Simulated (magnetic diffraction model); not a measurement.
# Moment size from magnetic intensity in CuHIO

Space group P2_1/c (no. 14), a = 6.4720 Å, b = 8.0260 Å, c = 6.7880 Å, β = 112.62°.

```
site  atom       x       y       z
  4e     I  0.7345  0.8801  0.8744
  4e    Cu  0.9861  0.6171  0.7580
  4e     O  0.1768  0.8696  0.6600
  4e     H  0.3361  0.8724  0.7003
```

The compound is invented for this exercise: a known structure type with other elements, its cell scaled to their sizes and not relaxed.

Only Cu is taken to order (form factors of Cu2+); orders and moment sizes are assumed, and not adapted to the symmetry. Radiation: neutrons of λ = 2.41 Å, 1.5° to 50°; isotropic B of 0.1 Å² (I), 0.16 Å² (Cu), 0.23 Å² (O) and 0.23 Å² (H). The intensities are simulated: I ∝ L Σ (|F_N|² + |F_M⊥|²) for unpolarised neutrons, with F_M = 2.695 fm/μB × Σ f(s) S exp(2πi Q·r) exp(−B s²) at Q = H ± k (one set where k and −k are equivalent), only the part normal to Q counting and L = 1/(sin²θ cos θ). For a modulated order the moment at position r is S exp(−2πi k·r) + c.c., with S = m/2 for a sine wave of amplitude m and S = m(u + iv)/2 for moments turning in a plane, u and v being orthogonal unit vectors in it; the phase factor of the sum at Q = H + k is then exp(2πi H·r). Form factors are spin-only for 3d ions and dipole or tabulated for f ions, scattering lengths are Sears's of 1992, and absorption is left out. A label names one of the reflections at its angle. The strongest nuclear line in the range is 100, and lines under 0.2 are left out.

In a first state the assumed order is k = (0 0 0.296), a sine wave with moments along [010] (amplitudes given), 0.9 μB on Cu; signs + at (0.9861, 0.6171, 0.7580), − at (0.0139, 0.1171, 0.7420), + at (0.0139, 0.3829, 0.2420), + at (0.9861, 0.8829, 0.2580), with this pattern:

| 2θ (°) | index | nuclear | magnetic |
| --- | --- | --- | --- |
| 6.53 | (0 0 0.296) | 0.0 | 3.3 |
| 15.56 | (0 0 0.704) | 0.0 | 0.6 |
| 21.59 | (1 0 -0.296) | 0.0 | 0.3 |
| 22.48 | (1 0 -0.704) | 0.0 | 0.3 |
| 23.27 | (1 0 0) | 100.0 | 0.0 |
| 23.33 | (0 1 0.704) | 0.0 | 0.2 |
| 27.78 | (1 1 -0.296) | 0.0 | 0.2 |
| 28.24 | (0 1 1) | 1.2 | 0.0 |
| 29.13 | (1 1 0) | 6.2 | 0.0 |
| 30.77 | (1 1 -1) | 0.3 | 0.0 |
| 34.95 | (0 2 0) | 0.2 | 0.0 |
| 41.78 | (0 2 1) | 3.3 | 0.0 |
| 42.09 | (1 0 -2) | 1.1 | 0.0 |
| 42.28 | (1 1 1) | 5.1 | 0.0 |
| 43.61 | (1 2 -1) | 40.7 | 0.0 |
| 45.24 | (0 0 2) | 10.9 | 0.0 |
(The table stops after 16 lines; 3 more lie at higher angle.)

**Question.** Nearer the ordering temperature the line at 6.53° has total intensity 2.4 on the same scale, and all moments have shrunk alike. How large is the Cu moment?

The nuclear part, 0.0, stays, so the magnetic part is 2.4 against 3.3. It goes as m², so m = 0.9 × √(2.4/3.3) = 0.77 μB; the value used was 0.77 μB.

[Logs are printed without paths, hosts, clocks, repeated set-up lines and the standing remarks that a program may print on its own settings, such as how far it seeks lower states.]
